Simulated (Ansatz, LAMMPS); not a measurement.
# Amorphous 89SiO2-11P2O5 (mol %) (96 atoms): geometry optimisation

Wanted: the relaxed structure of amorphous 89SiO2-11P2O5 (mol %) (96 atoms) and its electronic structure.

Calculated with Ansatz 0.2.0; Kohn-Sham DFT, PBE, PAW (set soft_2), plane waves.

This is a report of a sequence of runs, with most program output left out.

## (1) The starting structure

The cell holds 96 atoms: 25 Si, 6 P and 65 O. Its edges and angles: a = 11.262 Å, b = 11.262 Å, c = 11.262 Å, α = 90.0°, β = 90.0°, γ = 90.0°. 96 atoms (25 Si, 6 P, 65 O) placed at random at 2.24 g/cm³, melted at 5000 K for 10 ps at fixed volume with the Morse and Coulomb pair potential with partial charges (Pedone, Malavasi, Menziani, Cormack and Segre, J. Phys. Chem. B 110, 11780 (2006)). Quenched from 5000 K to 300 K at 50 K/ps and fixed volume, held 5 ps, then minimised at fixed cell.

What the set-up can't give: The quench rate of 50 K/ps is many orders above laboratory rates, so the cell is likely richer in defects and strain than a real sample. The network of bonds at the start is that of the classical potential that made the cell. Only the Γ point is sampled in the main run, in a cell whose shortest periodic width is 11 Å.

## (2) The classical run that made the cell

A classical potential makes the cell, at a small fraction of what the same run would cost in DFT.

This step: classical MD, Morse and Coulomb pair potential with partial charges (Pedone, Malavasi, Menziani, Cormack and Segre, J. Phys. Chem. B 110, 11780 (2006)) (LAMMPS 22 Jul 2025 - Update 4).

Contents of in.lmp:

```
# melt-quench of Si25P6O65
units metal
atom_style charge
boundary p p p
region box block 0 11.2619 0 11.2619 0 11.2619
create_box 3 box
mass 1 28.0850   # Si
mass 2 30.9738   # P
mass 3 15.9990   # O
create_atoms 1 random 25 38122 NULL overlap 1.5 maxtry 2000
create_atoms 2 random 6 38129 NULL overlap 1.5 maxtry 2000
create_atoms 3 random 65 38136 NULL overlap 1.5 maxtry 2000
pair_style hybrid/overlay pedone 5.5 coul/long 8.0
pair_coeff * * coul/long
pair_coeff 1 3 pedone 0.340554 2.006700 2.100000 1   # Si-O
pair_coeff 2 3 pedone 0.831326 2.585833 1.800790 1   # P-O
pair_coeff 3 3 pedone 0.042395 1.379316 3.618701 22   # O-O
set type 1 charge 2.4
set type 2 charge 3
set type 3 charge -1.2
kspace_style pppm 1.0e-4
neigh_modify delay 0 every 1 check yes
thermo_style custom step time temp pe press density
thermo_modify norm yes
timestep 0.002
thermo 100
min_style cg
minimize 1e-4 1e-4 200 2000
reset_timestep 0
velocity all create 5000 38123 mom yes dist gaussian
fix lim all nve/limit 0.05
fix lan all langevin 5000 5000 0.2 38124 zero yes
thermo 500
run 1000 post no
# [... 10 lines left out ...]
thermo 1250
fix md all nvt temp 300 300 0.2
run 2500 post no
unfix md
thermo 100
min_style cg
minimize 0 1e-3 2000 20000
write_dump all custom glass.dump id type xs ys zs modify sort id
```

Started as:

```bash
$ lmp -in in.lmp -log none -nocite
```

The job ended after 21 s (1 thread of Intel Xeon Platinum 8488C (Sapphire Rapids), shared host; peak memory 0.071 GiB).

## (3) Single point at the start

The forces at the start show how far the geometry lies from a minimum of this functional.

Contents of input.yaml:

```yaml
crystal:
  lattice:
    - [11.2619, 0.0, 0.0]
    - [0.0, 11.2619, 0.0]
    - [0.0, 0.0, 11.2619]
  atoms:
    - { symbol: Si, position: [0.69291, 0.33336, 0.00668] }
    - { symbol: Si, position: [0.47243, 0.16529, 0.98577] }
    - { symbol: Si, position: [0.60666, 0.76028, 0.68778] }
    - { symbol: Si, position: [0.08309, 0.02748, 0.14231] }
    - { symbol: Si, position: [0.04515, 0.71838, 0.51548] }
    - { symbol: Si, position: [0.30558, 0.17903, 0.21052] }
    - { symbol: Si, position: [0.60688, 0.73894, 0.17354] }
    - { symbol: Si, position: [0.62039, 0.02774, 0.803] }
    - { symbol: Si, position: [0.3917, 0.592, 0.77938] }
    - { symbol: Si, position: [0.535, 0.65766, 0.43781] }
    - { symbol: Si, position: [0.52992, 0.21213, 0.60681] }
    - { symbol: Si, position: [0.68586, 0.42645, 0.49549] }
    - { symbol: Si, position: [0.88314, 0.11055, 0.77653] }
    - { symbol: Si, position: [0.38382, 0.63949, 0.0429] }
    - { symbol: Si, position: [0.12726, 0.45307, 0.44877] }
    - { symbol: Si, position: [0.29711, 0.79309, 0.44739] }
    - { symbol: Si, position: [0.8793, 0.3902, 0.82914] }
    - { symbol: Si, position: [0.11287, 0.97938, 0.87421] }
    - { symbol: Si, position: [0.17832, 0.71593, 0.88459] }
    - { symbol: Si, position: [0.30008, 0.36071, 0.64923] }
    - { symbol: Si, position: [0.23973, 0.45477, 0.19238] }
    - { symbol: Si, position: [0.02979, 0.5204, 0.02046] }
    - { symbol: Si, position: [0.90532, 0.28339, 0.38677] }
    - { symbol: Si, position: [0.44147, 0.03922, 0.407] }
    - { symbol: Si, position: [0.84368, 0.16425, 0.1532] }
    - { symbol: P, position: [0.23538, 0.20925, 0.85888] }
    - { symbol: P, position: [0.98786, 0.05998, 0.53138] }
    - { symbol: P, position: [0.67795, 0.97204, 0.27326] }
    - { symbol: P, position: [0.78687, 0.53712, 0.16674] }
    - { symbol: P, position: [0.83205, 0.60795, 0.65765] }
    - { symbol: P, position: [0.09804, 0.78044, 0.2637] }
    - { symbol: O, position: [0.36701, 0.21064, 0.89672] }
    - { symbol: O, position: [0.08144, 0.5723, 0.50906] }
    - { symbol: O, position: [0.88287, 0.26285, 0.24781] }
    - { symbol: O, position: [0.98868, 0.03931, 0.8396] }
    - { symbol: O, position: [0.97087, 0.42297, 0.92843] }
    - { symbol: O, position: [0.37121, 0.47615, 0.70247] }
    - { symbol: O, position: [0.22298, 0.30173, 0.76074] }
    - { symbol: O, position: [0.59349, 0.73743, 0.54585] }
    - { symbol: O, position: [0.49664, 0.71312, 0.08952] }
    - { symbol: O, position: [0.18356, 0.77193, 0.53201] }
    - { symbol: O, position: [0.6061, 0.8939, 0.74318] }
    - { symbol: O, position: [0.7141, 0.64967, 0.13954] }
    - { symbol: O, position: [0.07044, 0.90804, 0.22613] }
    - { symbol: O, position: [0.58011, 0.51957, 0.44755] }
    - { symbol: O, position: [0.26378, 0.65824, 0.78373] }
    - { symbol: O, position: [0.88028, 0.5111, 0.74146] }
    - { symbol: O, position: [0.40088, 0.13819, 0.10553] }
    - { symbol: O, position: [0.56837, 0.70682, 0.30799] }
    - { symbol: O, position: [0.75852, 0.0586, 0.82264] }
    - { symbol: O, position: [0.12714, 0.98046, 0.01618] }
    - { symbol: O, position: [0.13268, 0.4653, 0.09889] }
    - { symbol: O, position: [0.08429, 0.69918, 0.16126] }
    - { symbol: O, position: [0.76524, 0.52754, 0.56964] }
    - { symbol: O, position: [0.39978, 0.26422, 0.62674] }
    - { symbol: O, position: [0.71301, 0.43507, 0.11028] }
    - { symbol: O, position: [0.28014, 0.72484, 0.99154] }
    - { symbol: O, position: [0.95407, 0.08345, 0.12894] }
    - { symbol: O, position: [0.51198, 0.11356, 0.50451] }
    - { symbol: O, position: [0.39423, 0.68813, 0.45446] }
    - { symbol: O, position: [0.89253, 0.25605, 0.78175] }
    - { symbol: O, position: [0.55165, 0.99896, 0.31655] }
    - { symbol: O, position: [0.2099, 0.07888, 0.82535] }
    - { symbol: O, position: [0.22635, 0.785, 0.31494] }
    - { symbol: O, position: [0.19144, 0.48371, 0.32397] }
    - { symbol: O, position: [0.79848, 0.52461, 0.29734] }
    - { symbol: O, position: [0.41706, 0.56496, 0.92104] }
    - { symbol: O, position: [0.33878, 0.54842, 0.14232] }
    - { symbol: O, position: [0.22069, 0.39484, 0.53983] }
    - { symbol: O, position: [0.57785, 0.1351, 0.71643] }
    - { symbol: O, position: [0.61149, 0.32764, 0.57565] }
    - { symbol: O, position: [0.29274, 0.32045, 0.20215] }
    - { symbol: O, position: [0.36177, 0.12916, 0.33201] }
    - { symbol: O, position: [0.12983, 0.84264, 0.84231] }
    - { symbol: O, position: [0.78389, 0.33318, 0.44287] }
    - { symbol: O, position: [0.0249, 0.73797, 0.37031] }
    - { symbol: O, position: [0.73624, 0.08025, 0.21366] }
    - { symbol: O, position: [0.49827, 0.67992, 0.73941] }
    [... 12 atom lines left out ...]
    - { symbol: O, position: [0.9274, 0.68928, 0.60494] }
    - { symbol: O, position: [0.78554, 0.22922, 0.04277] }
    - { symbol: O, position: [0.73638, 0.68782, 0.71453] }
    - { symbol: O, position: [0.93822, 0.14467, 0.4341] }
    - { symbol: O, position: [0.01601, 0.36531, 0.42072] }
    - { symbol: O, position: [0.65815, 0.87317, 0.18007] }
kpoints:
  mp_grid: { grid: [1, 1, 1] }
hamiltonian:
  xc: pbe
scf:
  occupations: { method: fermi_dirac, width: 0.025 }
output:
  forces: true
```

Started as:

```bash
$ ansatz run input.yaml --threads 4 --pin off --max-ram 8192MiB --backend cpu --events-out ev --progress --plain --runs-dir out
```

It took 8.8 s on 4 threads of Intel Xeon Platinum 8488C (Sapphire Rapids), shared host; peak memory 1.8 GiB; 30 s of CPU time.

The run gave:

```
free energy            : -57391.7865 eV
free energy per atom   : -597.8311 eV/atom
SCF cycles             : 10
r.m.s. force component : 1.024 eV/Å
longest force          : 4.846 eV/Å
Fermi energy           : 4.885 eV
```

The r.m.s. force component of 1.0 eV/Å sets the starting point.

Neighbours are counted within 2.08 Å (O-Si), 1.98 Å (O-P).

Length of the force by element and coordination:

```csv
element,coordination,atoms,mean length of the force (eV/Å),spread,least,most
O,all,65,1.22,0.777,0.118,3.29
O,1,6,0.699,0.692,0.118,2.15
O,2,59,1.28,0.765,0.123,3.29
P,all,6,3.40,1.22,1.96,4.85
Si,all,25,1.69,0.793,0.0785,3.32
```

## (4) Cell and atoms relaxed

The cell is relaxed with the atoms, since the starting lattice needn't suit this functional.

Changes to input.yaml since step 3:

```diff
@@ -15 +15,5 @@
   forces: true
+relax:
+  f_tol: 0.04
+  max_steps: 250
+  cell: {}
```

It took 2.1 min on 4 threads; peak memory 1.8 GiB; 7.9 min of CPU time.

Step by step:

```csv
step,energy less that of the first step (eV),largest force component (eV/Å),pressure (GPa),volume (Å³)
1,0.0000,4.3618,1.74,1428.35
2,-2.6263,3.6926,0.94,1430.10
3,-5.5610,0.7458,0.06,1414.02
4,-6.2674,1.3573,0.10,1391.26
5,-6.6478,0.5886,-0.11,1370.42
6,-6.7367,0.3403,0.03,1371.28
7,-6.7633,0.1421,0.01,1374.79
8,-6.7870,0.0656,0.03,1375.02
9,-6.7636,0.1826,0.02,1377.98
10,-6.7837,0.1161,-0.03,1377.39
11,-6.7871,0.0615,0.00,1377.02
12,-6.7901,0.0390,0.00,1376.69
13*,-6.7163,0.0399,-0.11,1376.69
14,-6.7262,0.0393,0.09,1375.19
15,-6.7268,0.0276,0.00,1375.94
16*,-6.7269,0.0277,0.00,1375.94
```

Relaxation steps marked * repeat the geometry before them on a plane-wave basis chosen anew for their cell, so energy and pressure can jump there. Relaxation step 9 was tried and not accepted.

```csv
cell as run,before,after,change
a (Å),11.262,11.081,-1.6 %
b (Å),11.262,10.698,-5.0 %
c (Å),11.262,11.611,+3.1 %
α (°),90.00,89.14,-1.0 %
β (°),90.00,89.53,-0.5 %
γ (°),90.00,91.22,+1.4 %
volume (Å³/atom),14.88,14.33,-3.7 %
```

The atoms that moved most (Å, as changes of fractional coordinates times the final cell):

```csv
atom,dx,dy,dz,length
O88,-0.259,-0.348,0.068,0.439
O59,0.152,0.134,-0.314,0.374
O85,-0.171,0.289,-0.156,0.370
O62,-0.205,-0.053,-0.283,0.353
O44,0.208,0.148,0.236,0.348
O77,-0.220,0.265,0.044,0.347
O84,-0.157,-0.293,0.030,0.333
O32,0.166,0.161,-0.230,0.326
```

The relaxation changed the energy by -70.1 meV/atom, and atoms moved by 0.21 Å r.m.s., 0.44 Å at most.

## (5) Local order after relaxation

Bonds before and after, by the cutoffs listed below:

```csv
pair,bonds before,bonds after,mean before (Å),mean after (Å),spread before (Å),spread after (Å)
O-Si,100,101,1.626,1.637,0.032,0.031
O-P,24,24,1.528,1.554,0.024,0.049
```

Density 2.33 g/cm³, 14.33 Å³ an atom.

g(r), total and by pair (bins of 0.2 Å):

```csv
r (Å),total,O-O,O-Si,O-P,Si-Si,Si-P,P-P
1.40,0.27,0.00,0.00,3.23,0.00,0.00,0.00
1.60,5.27,0.00,12.39,10.72,0.00,0.00,0.00
1.80,0.11,0.00,0.32,0.00,0.00,0.00,0.00
2.00,0.00,0.00,0.00,0.00,0.00,0.00,0.00
2.20,0.00,0.00,0.00,0.00,0.00,0.00,0.00
2.40,0.32,0.69,0.00,0.00,0.00,0.00,0.00
2.60,2.37,5.17,0.00,0.00,0.00,0.00,0.00
2.80,0.67,1.37,0.05,0.00,0.00,0.92,0.00
3.00,0.70,0.40,0.21,0.30,3.84,4.96,0.00
3.20,0.71,0.56,0.33,0.40,3.65,1.81,0.00
3.40,0.62,0.55,0.72,1.32,0.00,0.00,0.00
3.60,0.93,0.64,1.50,1.32,0.00,0.00,0.00
3.80,0.84,0.63,1.25,1.25,0.00,0.26,0.00
4.00,1.17,0.69,1.79,2.12,0.22,0.90,0.00
4.20,1.44,0.93,2.22,1.61,0.39,2.05,0.00
4.40,0.83,0.95,0.82,0.29,0.62,1.13,1.52
4.60,0.88,1.10,0.62,0.80,0.99,0.69,1.46
4.80,1.11,1.35,0.79,0.85,1.07,2.20,1.33
5.00,1.25,1.64,0.69,1.02,1.90,0.74,3.64
5.20,1.19,1.32,0.83,1.14,2.41,0.81,1.09
```

Bonds by pair of elements; cutoffs follow the first minimum of g(r), held within bounds set by covalent radii, and pairs that aren't listed don't count as bonded:

```csv
pair A-B,cutoff (Å),bonds,mean length (Å),spread (Å),shortest (Å),B about A,A about B
O-Si,2.12,101,1.64,0.031,1.60,1.55,4.04
O-P,2.02,24,1.55,0.049,1.47,0.369,4
```

How many atoms have how many bonded neighbours:

```csv
element,mean,1,2,4,5
O,1.92,5,60,0,0
P,4,0,0,6,0
Si,4.04,0,0,24,1
```

Bond angles, per cent of each kind in bins of 5°:

```csv
angle (°),O-Si-O,Si-O-Si,O-P-O,P-O-Si
80–85,0.6,0.0,0.0,0.0
85–90,1.3,0.0,0.0,0.0
90–95,1.9,0.0,0.0,0.0
95–100,0.0,0.0,5.6,0.0
100–105,9.7,0.0,25.0,0.0
105–110,43.5,0.0,22.2,0.0
110–115,37.0,0.0,30.6,0.0
115–120,3.2,0.0,16.7,0.0
120–125,0.6,2.4,0.0,10.5
125–130,1.3,9.8,0.0,15.8
130–135,0.0,4.9,0.0,21.1
135–140,0.0,9.8,0.0,15.8
140–145,0.0,24.4,0.0,15.8
145–150,0.0,14.6,0.0,5.3
150–155,0.0,12.2,0.0,0.0
155–160,0.0,7.3,0.0,15.8
160–165,0.0,0.0,0.0,0.0
165–170,0.6,2.4,0.0,0.0
170–175,0.0,7.3,0.0,0.0
175–180,0.0,4.9,0.0,0.0
```

Bond angles (no mean is given where the spread exceeds 20°):

```csv
angle,count,mean (°),spread (°)
O-Si-O,154,109,7.4
Si-O-Si,41,147,13.9
O-P-O,36,109,5.9
P-O-Si,19,138,10.8
```

Oxygen atoms by the number of network formers (Si, P, Ge, B, Al, As, Ga) bound to them:

```csv
network formers bound to O,O atoms,per cent
0,0,0
1,5,7.7
2,60,92.3
```

Network units: each former by its oxygen neighbours and how many of them bridge to another former:

```csv
former,O neighbours,bridging O,atoms
Si,4,4,24
Si,5,5,1
P,4,3,5
P,4,4,1
```

Bond length by coordination (bonds to H left out):

```csv
element,coordination,atoms,mean bond length (Å)
O,1,5,1.47
O,2,60,1.63
Si,4,24,1.63
Si,5,1,1.74
```

Rings of the network by King's shortest-path rule, up to 12 atoms, one path for each pair of neighbours; H, halogens, alkali and alkaline-earth atoms are left out, and the last column divides by all other atoms, bonded or not:

```csv
ring size (atoms),rings,per network atom
6,2,0.021
8,3,0.031
10,7,0.073
12,14,0.146
```

First main peaks of g(r), for some of the pairs, lie near 2.6 Å (O-O), 1.6 Å (O-Si), 1.6 Å (O-P), 3.1 Å (Si-Si) and 3.0 Å (Si-P). Counting bonds as in the table, 92 % of O atoms have 2, all P atoms have 4 and 96 % of Si atoms have 4 bonded neighbours. The O-Si-O angle averages 109° with a spread of 7°. 92 % of the oxygens bridge two formers (Si and P) and 8 % are non-bridging. The commonest Si unit has 4 oxygens, 4 of them shared with other formers (24 of 25 atoms). Rings of 12 atoms are the most common (54 % of those counted); sizes run from 6 to 12, where the search stops.

(Continued in part 2 of 2.)

[Logs are printed without paths, hosts, clocks, repeated set-up lines and the standing remarks that a program may print on its own settings, such as how far it seeks lower states.]

[Hosts, paths, dates, database ids (printed as entryN), source tags and the programs' standing remarks are cut or masked in the printed files.]
